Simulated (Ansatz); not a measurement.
# What (BP)1(GaN)2 [001] superlattice, zinc blende distorts into

Wanted: the energy along a soft mode of (BP)1(GaN)2 [001] superlattice, zinc blende and the structure at the end.

Main program and level: Ansatz 0.2.0; DFT PBEsol, scalar-relativistic, plane waves, PAW.

Report form: inputs, costs, results and the conclusion, without the logs.

The structure was built from a prototype and need not be the compound's stable phase.

## Step 1: The starting structure

It takes space group Imm2 (No. 44, orthorhombic). Conventional cell: a = 3.098 Å, b = 3.216 Å, c = 13.970 Å, α = 90.00°, β = 90.00°, γ = 90.00°. B has 2 N at 1.76 Å and 2 P at 1.95 Å nearest. Nearest to Ga lie 2 N at 1.95 Å and 2 P at 2.27 Å. Ga has 4 N at 1.94 to 1.96 Å nearest. Nearest to N lie 4 Ga at 1.94 to 1.95 Å. Nearest to N lie 2 B at 1.76 Å and 2 Ga at 1.96 Å. P has 2 B at 1.95 Å and 2 Ga at 2.27 Å nearest. Farther neighbours, and contacts between anions beyond the nearest, are not listed.

Structure file:

```
B Ga N P
1.0
     2.27434    2.27434    0.00000
    -2.19091    2.19091    0.00000
     2.23263    0.04172    6.98505
B Ga N P
1 2 2 1
Direct
  0.01702 0.98298 0.96597
  0.31938 0.68062 0.36123
  0.65701 0.34299 0.68598
  0.74088 0.75912 0.51824
  0.07731 0.42269 0.84538
  0.43840 0.06160 0.12319
```

## Step 2: Modes at Γ

The zone centre is the only wavevector solved here; it holds the modes that light can see. No field response is asked, since the mesh shows no gap.

File input.yaml:

```yaml
crystal:
  lattice:
    - [2.2743447456, 2.2743447456, 0.0]
    - [-2.1909136356, 2.1909136356, 0.0]
    - [2.2326291906, 0.041715555, 6.9850490577]
  atoms:
    - { symbol: B, position: [0.017015945, -0.017015945, -0.03403189] }
    - { symbol: Ga, position: [0.3193839703, 0.6806160297, 0.3612320594] }
    - { symbol: Ga, position: [0.657009363, 0.342990637, 0.6859812739] }
    - { symbol: "N", position: [0.7408778589, 0.7591221411, 0.5182442822] }
    - { symbol: "N", position: [0.0773090233, 0.4226909767, 0.8453819533] }
    - { symbol: P, position: [0.4384038394, 0.0615961606, 0.1231923212] }
kpoints:
  mp_grid: { grid: [12, 12, 12] }
hamiltonian:
  xc: pbesol
scf:
  occupations: { method: methfessel_paxton, width: 0.2 }
output:
  eigenvalues: true
phonons:
  method: dfpt
```

Command:

```
$ ansatz run input.yaml --threads 8 --pin off --max-ram 14336MiB --backend cpu --events-out ev --progress --plain --runs-dir out
```

The job ended after 6.6 min (8 threads of Arm Neoverse V2, shared host; peak memory 6 GiB; 47 min of CPU time).

Numbers from this step:

```yaml
volume_per_atom: 11.60 Å³
gap_on_the_k_mesh: 0 eV
sum_rule_residual_before_enforcement: 8.20e-5 eV/Å²
point_group: mm2
highest_optical_mode_at_the_zone_centre_no_lo_to_term: 801.6 cm⁻¹
lowest_optical_zone_centre_mode: -302.6 cm⁻¹
```

Patterns of degenerate modes are one choice out of their space. The modes at Γ (shares of kinetic energy by element, %) (negative means imaginary):

| mode | frequency (cm⁻¹) | symmetry | B % | Ga % | N % | P % |
| --- | --- | --- | --- | --- | --- | --- |
| 1 | -302.6 | B1 | 67 | 1 | 32 | 0 |
| 2 | 0.0 | acoustic | 5 | 67 | 13 | 15 |
| 3 | 0.0 | acoustic | 5 | 67 | 13 | 15 |
| 4 | 0.0 | acoustic | 5 | 67 | 13 | 15 |
| 5 | 142.2 | B1 | 3 | 83 | 5 | 9 |
| 6 | 150.9 | B2 | 4 | 81 | 8 | 7 |
| 7 | 221.0 | B2 | 13 | 33 | 0 | 54 |
| 8 | 264.4 | B1 | 19 | 22 | 49 | 10 |
| 9 | 284.2 | A1 | 0 | 93 | 2 | 5 |
| 10 | 365.4 | A1 | 13 | 28 | 12 | 47 |
| 11 | 379.4 | B1 | 6 | 16 | 11 | 66 |
| 12 | 556.5 | B1 | 0 | 11 | 88 | 0 |
| 13 | 567.5 | B2 | 0 | 12 | 87 | 1 |
| 14 | 582.0 | A1 | 5 | 7 | 61 | 26 |
| 15 | 596.4 | B2 | 5 | 8 | 81 | 6 |
| 16 | 616.5 | A1 | 9 | 5 | 84 | 2 |
| 17 | 782.4 | A1 | 68 | 0 | 28 | 5 |
| 18 | 801.6 | B2 | 74 | 0 | 10 | 16 |

Displacements in mode 1 (-302.6 cm⁻¹), the largest set to 1:
```
B1   1.00 -1.00  0.00
Ga2  0.01 -0.01  0.00
Ga3 -0.04  0.04  0.00
N4  -0.08  0.08  0.00
N5  -0.61  0.61  0.00
P6   0.02 -0.02  0.00
```

Displacements in mode 18 (801.6 cm⁻¹), the largest set to 1:
```
B1   1.00  1.00  0.00
Ga2  0.00  0.00  0.00
Ga3  0.02  0.02  0.00
N4   0.03  0.03  0.00
N5  -0.32 -0.32  0.00
P6  -0.27 -0.27  0.00
```

Before it was imposed, the acoustic sum rule was missed by 8.2e-5 eV/Å². Small misses are needed for a sound result but don't prove that mesh and cutoff are converged. The lowest optical mode is imaginary, 302.6i cm⁻¹, so the energy falls along it.

## Step 3: The mode frozen in, largest atomic shift 0 Å

The mode followed lies at Γ with frequency 302.6i cm⁻¹, the softest among the wavevectors solved. At small amplitude the pattern taken leaves space group no. 8 by a symmetry search on the positions. The undistorted cell that holds it gives the zero of energy on the same k mesh.

input.yaml: that of step 2 with these lines changed.

```diff
@@ -6,3 +6,3 @@
   atoms:
-    - { symbol: B, position: [0.017015945, -0.017015945, -0.03403189] }
+    - { symbol: B, position: [0.017015945, 0.982984055, 0.96596811] }
     - { symbol: Ga, position: [0.3193839703, 0.6806160297, 0.3612320594] }
@@ -19,4 +19,4 @@
 output:
+  forces: true
+  stress: true
   eigenvalues: true
-phonons:
-  method: dfpt
```

It took 6.4 s on 8 threads; peak memory 0.71 GiB; 49 s of CPU time.

Numbers from this step:

- pressure: -9.22e-4 GPa
- energy from the undistorted cell: 0 meV/atom

The run ends at a pressure of 0.00 GPa, with forces up to 3.6e-4 eV/Å.

## Step 4: The mode frozen in, largest atomic shift 0.14 Å

The atoms are moved along the unstable eigenvector, the largest shift by 0.14 Å, with the cell fixed.

input.yaml, the sections that differ from step 3:

```yaml
crystal:
  lattice:
    - [2.2743447456, 2.2743447456, 0.0]
    - [-2.1909136356, 2.1909136356, 0.0]
    - [2.2326291906, 0.041715555, 6.9850490577]
  atoms:
    - { symbol: B, position: [0.017015945, 0.937799732, 0.96596811] }
    - { symbol: Ga, position: [0.3193839703, 0.6802277906, 0.3612320594] }
    - { symbol: Ga, position: [0.657009363, 0.344632535, 0.6859812739] }
    - { symbol: "N", position: [0.7408778589, 0.7625471932, 0.5182442822] }
    - { symbol: "N", position: [0.0773090233, 0.4501606668, 0.8453819533] }
    - { symbol: P, position: [0.4384038394, 0.0605724237, 0.1231923212] }
# kpoints, hamiltonian, scf, output: as in step 3
```

It took 10 s on 8 threads; peak memory 0.97 GiB.

This step gave:

```yaml
pressure: 1.467 GPa
energy_from_the_undistorted_cell: -6.091 meV/atom
```

The energy, extrapolated to zero smearing, is -6.09 meV/atom against the undistorted cell.

The run ends at a pressure of 1.47 GPa, with forces up to 0.53 eV/Å.

## Step 5: Energy along the mode, all amplitudes (two of the runs are shown above)

An imaginary frequency means negative curvature, so the energy should fall and then rise again as anharmonic terms take over.

This step gave:

* depth at the lowest point sampled: 6.091 meV/atom
* largest atomic shift at that point: 0.14 Å

Energy from the parent against largest shift of an atom, one sign:

| largest shift of an atom, one sign (Å) | energy from the parent (meV/atom) |
| --- | --- |
| 0.000 | 0 |
| 0.040 | -0.703 |
| 0.080 | -2.58 |
| 0.140 | -6.09 |
| 0.220 | -4.9 |
| 0.320 | 33.4 |

Displacement at unit largest shift by atom:

| atom | x (Å) | y (Å) | z (Å) | size |
| --- | --- | --- | --- | --- |
| B1 | 0.707 | -0.707 | 0.000 | 1.000 |
| Ga2 | 0.006 | -0.006 | 0.000 | 0.008 |
| Ga3 | -0.026 | 0.026 | 0.000 | 0.037 |
| N4 | -0.054 | 0.054 | 0.000 | 0.076 |
| N5 | -0.430 | 0.430 | 0.000 | 0.608 |
| P6 | 0.016 | -0.016 | 0.000 | 0.023 |

The lowest step is at 0.14 Å, 6.09 meV/atom below the parent, and the energy rises beyond it.

## Step 6: Relaxation from the frozen mode

Starting from the lowest point found, all atoms and the cell are let go, so that strain and other modes of the same symmetry can join in.

input.yaml: that of step 4 with these lines changed.

```diff
@@ -22 +22,6 @@
   eigenvalues: true
+relax:
+  adjacent_minimum: "off"
+  f_tol: 0.002
+  max_steps: 120
+  cell: { stress_tol: 0.03 }
```

The job ended after 7.9 min (8 threads; peak memory 1.2 GiB).

The steps of the relaxation (22 of 38):

| step | energy less that of the first step (eV) | largest force component (eV/Å) | pressure (GPa) | volume (Å³) |
| --- | --- | --- | --- | --- |
| 1 | 0.0000 | 0.4893 | 1.47 | 69.61 |
| 3 | -0.1205 | 0.7994 | -0.47 | 71.69 |
| 5 | -0.5242 | 1.6121 | 1.87 | 76.40 |
| 6 | 0.1653 | 4.3228 | -6.68 | 78.36 |
| 8 | -0.6463 | 0.0767 | 0.15 | 77.06 |
| 10 | -0.6496 | 0.0568 | -0.10 | 77.70 |
| 12 | -0.6500 | 0.0021 | 0.00 | 77.59 |
| 13 | -0.6500 | 0.0003 | 0.00 | 77.60 |
| 15 | -0.7238 | 0.1762 | -0.10 | 78.96 |
| 17 | -0.7263 | 0.0264 | 0.06 | 79.27 |
| 19 | -0.7265 | 0.0121 | 0.03 | 79.55 |
| 20 | -0.7265 | 0.0051 | 0.00 | 79.60 |
| 22* | -0.7337 | 0.0007 | 0.05 | 79.60 |
| 24 | -0.7293 | 0.3121 | -0.55 | 80.25 |
| 26 | -0.7340 | 0.0301 | -0.04 | 79.98 |
| 27 | -0.7340 | 0.0253 | 0.02 | 79.97 |
| 29* | -0.7353 | 0.0004 | 0.01 | 79.98 |
| 31 | -0.7352 | 0.0254 | -0.03 | 80.09 |
| 33 | -0.7353 | 0.0003 | 0.00 | 80.08 |
| 34* | -0.7356 | 0.0003 | 0.00 | 80.08 |
| 36 | -0.7356 | 0.0115 | -0.01 | 80.12 |
| 38* | -0.7357 | 0.0007 | 0.00 | 80.11 |

Relaxation steps marked * repeat the geometry before them on a plane-wave basis chosen anew for their cell, so energy and pressure can jump there. Other such steps can lie between the rows shown. Relaxation steps 6, 16, 24 were tried and not accepted.

Forces are held to the 2 operations that the program found; a distortion that breaks them can't arise in this run.

| cell as run | before | after | change |
| --- | --- | --- | --- |
| a (Å) | 3.216 | 3.222 | +0.2 % |
| b (Å) | 3.098 | 3.491 | +12.7 % |
| c (Å) | 7.333 | 8.056 | +9.9 % |
| α (°) | 102.20 | 114.97 | +12.5 % |
| β (°) | 77.33 | 78.46 | +1.5 % |
| volume (Å³/atom) | 11.60 | 13.35 | +15.1 % |

The atoms that moved most (Å, as changes of fractional coordinates times the final cell):

| atom | dx | dy | dz | length |
| --- | --- | --- | --- | --- |
| N5 | -0.411 | 0.411 | -0.347 | 0.677 |
| B1 | 0.419 | -0.419 | 0.302 | 0.665 |
| P6 | 0.326 | -0.326 | 0.235 | 0.518 |
| Ga3 | -0.292 | 0.292 | -0.191 | 0.456 |
| N4 | -0.106 | 0.106 | -0.028 | 0.152 |
| Ga2 | 0.064 | -0.064 | 0.030 | 0.095 |

The relaxed structure:

```cif
data_structure
_symmetry_space_group_name_H-M 'P 1'
_symmetry_Int_Tables_number 1
_cell_length_a 3.2220
_cell_length_b 3.4906
_cell_length_c 8.0561
_cell_angle_alpha 114.969
_cell_angle_beta 78.465
_cell_angle_gamma 90.000
_cell_volume 80.11
loop_
_atom_site_label
_atom_site_type_symbol
_atom_site_fract_x
_atom_site_fract_y
_atom_site_fract_z
_atom_site_occupancy
B1 B 0.00050 0.79171 0.99900 1
Ga2 Ga 0.31800 0.65623 0.36400 1
Ga3 Ga 0.66717 0.44862 0.66565 1
N4 N 0.74171 0.80431 0.51658 1
N5 N 0.09703 0.58835 0.80594 1
P6 P 0.42559 0.94674 0.14882 1
```

This step gave:

```yaml
pressure: 5.33e-4 GPa
volume_per_atom: 13.35 Å³
gap_on_the_k_mesh: 1.003 eV
```

The distorted start has space group Cm; the relaxation ends in Cm.

## Step 7: The new phase in its own primitive cell

The relaxed structure is symmetrised, reduced to its primitive cell and relaxed tightly, as its phonons need.

File input.yaml:

```yaml
crystal:
  lattice:
    - [7.1238364577, -1.6109767757, 0.0]
    - [7.1238364577, 1.6109767757, 0.0]
    - [-0.0440711003, 0.0, 3.4903490434]
  atoms:
    - { symbol: B, position: [0.9995019312, 0.9995019312, 0.207298016] }
    - { symbol: Ga, position: [0.6820012632, 0.6820012632, 0.7077773281] }
    - { symbol: Ga, position: [0.3328268286, 0.3328268286, 0.2170367664] }
    - { symbol: "N", position: [0.2582888931, 0.2582888931, 0.7122726592] }
    - { symbol: "N", position: [0.9029710028, 0.9029710028, 0.2175944466] }
    - { symbol: P, position: [0.5744100811, 0.5744100811, 0.2020804424] }
kpoints:
  mp_grid: { grid: [8, 8, 8] }
hamiltonian:
  xc: pbesol
scf:
  occupations: { method: fixed }
output:
  forces: true
  stress: true
  eigenvalues: true
relax:
  adjacent_minimum: "off"
  f_tol: 0.001
  max_steps: 60
  cell: { stress_tol: 0.01 }
```

Elapsed: 52 s, on 8 threads; peak memory 0.64 GiB; 6.7 min of CPU time.

The steps of the relaxation:

| step | energy less that of the first step (eV) | largest force component (eV/Å) | pressure (GPa) | volume (Å³) |
| --- | --- | --- | --- | --- |
| 1 | 0.0000 | 0.0046 | 0.00 | 80.11 |
| 2 | 0.0000 | 0.0022 | 0.00 | 80.12 |
| 3 | 0.0000 | 0.0025 | 0.00 | 80.12 |
| 4 | 0.0000 | 0.0084 | -0.01 | 80.13 |
| 5 | 0.0000 | 0.0089 | -0.01 | 80.13 |
| 6 | 0.0000 | 0.0058 | 0.00 | 80.13 |
| 7 | 0.0000 | 0.0016 | 0.00 | 80.13 |
| 8 | 0.0000 | 0.0013 | 0.00 | 80.13 |
| 9 | 0.0000 | 0.0006 | 0.00 | 80.13 |
| 10* | 0.0000 | 0.0006 | 0.00 | 80.13 |
| 11 | 0.0000 | 0.0032 | -0.01 | 80.14 |
| 12 | 0.0000 | 0.0005 | 0.00 | 80.13 |
| 13* | 0.0000 | 0.0005 | 0.00 | 80.13 |

Relaxation steps marked * repeat the geometry before them on a plane-wave basis chosen anew for their cell, so energy and pressure can jump there.

Forces are held to the 2 operations that the program found; a distortion that breaks them can't arise in this run.

| cell as run | before | after | change |
| --- | --- | --- | --- |
| a (Å) | 7.304 | 7.304 | +0.0 % |
| b (Å) | 7.304 | 7.304 | +0.0 % |
| c (Å) | 3.491 | 3.491 | +0.0 % |
| α (°) | 90.71 | 90.27 | -0.5 % |
| β (°) | 90.71 | 90.27 | -0.5 % |
| volume (Å³/atom) | 13.35 | 13.36 | +0.0 % |

The atoms that moved most (Å, as changes of fractional coordinates times the final cell):

| atom | dx | dy | dz | length |
| --- | --- | --- | --- | --- |
| P6 | 0.000 | 0.000 | 0.019 | 0.019 |
| N5 | 0.000 | 0.000 | -0.015 | 0.015 |
| Ga3 | 0.000 | 0.000 | -0.014 | 0.014 |
| B1 | 0.000 | 0.000 | 0.007 | 0.007 |
| Ga2 | 0.000 | 0.000 | 0.006 | 0.006 |

Final coordinates:

```
B Ga N P
1.0
     7.12422   -1.61102    0.02793
     7.12422    1.61102    0.02793
    -0.03039    0.00000    3.49081
B Ga N P
1 2 2 1
Cartesian
  14.2352 0.0000 0.7868
  9.6960 0.0000 2.5151
  4.7355 0.0000 0.7624
  3.6585 0.0000 2.4973
  12.8590 0.0000 0.7950
  8.1786 0.0000 0.7562
```

This step gave:

```
pressure           : -0.002074 GPa
gap on the k-mesh  : 0.9994 eV
volume per atom    : 13.36 Å³
direct gap on mesh : 1.655 eV
```

The largest force component left is 0.46 meV/Å and the pressure is -0.002 GPa, within the tolerances set. The cell now holds 13.36 Å³/atom.

## Step 8: Modes of the new phase, k-mesh 8×8×8, occupations fixed

A relaxed structure may still be a saddle point, so its zone-centre modes are computed. The response to a homogeneous field gives the Born charges and the dielectric tensor, and its change with displacement the Raman tensors.

File input.yaml:

```yaml
crystal:
  lattice:
    - [7.124215782, -1.6110207633, 0.0279254752]
    - [7.124215782, 1.6110207633, 0.0279254752]
    - [-0.0303912609, 0.0, 3.4908060137]
  atoms:
    - { symbol: B, position: [0.9995214552, 0.9995214552, 0.2094139635] }
    - { symbol: Ga, position: [0.6820091652, 0.6820091652, 0.7095756827] }
    - { symbol: Ga, position: [0.3328103113, 0.3328103113, 0.2130697797] }
    - { symbol: "N", position: [0.2582831653, 0.2582831653, 0.7112736419] }
    - { symbol: "N", position: [0.902936928, 0.902936928, 0.2132948535] }
    - { symbol: P, position: [0.574438975, 0.574438975, 0.2074317374] }
kpoints:
  mp_grid: { grid: [8, 8, 8] }
hamiltonian:
  xc: pbesol
scf:
  occupations: { method: fixed }
output:
  eigenvalues: true
phonons:
  method: dfpt
  dielectric: true
  rigid_motions: translations
  raman: true
```

It took 19 min on 8 threads; peak memory 6.4 GiB.

The run was cut off at the time limit after its SCF cycle had converged; no result of it is taken.

The program's message: “Warning: RAYON_”

## Step 9: The phases reached

The phases reached along the modes that were followed are set side by side.

Energies are those of the first relaxation, on the mesh of the frozen mode; space group, volume and gap are those of the last relaxation. Phases, by row:

| mode frozen in | space group | energy from parent (meV/atom) | volume (Å³/atom) | gap on mesh (eV) | lowest zone-centre optical mode (cm⁻¹) | largest shift (Å) |
| --- | --- | --- | --- | --- | --- | --- |
| parent | Imm2 | 0 | 11.6 | 0 | – | – |
| q = (0, 0, 0), 303i cm⁻¹ | Cm | -128.7 | 13.36 | 0.999 | – | 0.807 |

## Step 10: Results

| Item | Value |
| --- | --- |
| unstable mode of the parent | q = (0, 0, 0), 303i cm⁻¹ |
| depth at the lowest point sampled | 6.09 meV/atom |
| largest atomic shift at that point | 0.14 Å |
| space group reached | Cm |
| energy gained over the parent (first relaxation, on the mesh of the frozen mode) | 129 meV/atom |
| volume per atom, phase reached | 13.4 Å³ |
| gap on the k-mesh, phase reached | 0.999 eV |

In words: Along this mode the structure falls into Cm, 129 meV/atom below the parent. At the parent's cell the well is 6.091 meV/atom deep on the steps tried, with its lowest point at a shift of 0.14 Å. Relaxing atoms and cell changes the gain by +122.62 meV/atom against the lowest step (energies at zero smearing). Most of the total comes from this relaxation. The modes of the phase reached were not computed. Each path keeps the symmetry of its pattern, so a lower phase may lie along a pattern not tried. With no gap, or one that is small against the smearing, the frequencies hang on the k mesh and the smearing, most of all near Kohn anomalies. The volume moved by more than a tenth on the k mesh of the start, so the energy gain is rough. A semilocal functional can close a gap that the real compound would have, so the metallic treatment may be an artefact of the level. The starting cell was built on a prototype and not taken from a measurement, so the phase need not exist.

[Long decimals in the printed logs are rounded to 6 places.]

[Logs are printed without paths, hosts, clocks, repeated set-up lines and the standing remarks that a program may print on its own settings, such as how far it seeks lower states.]

[Hosts, paths, dates, database ids (printed as entryN), source tags and the programs' standing remarks are cut or masked in the printed files.]

[Where the starting crystal was built by hand or by swapping elements, it need not be the compound's stable phase.]
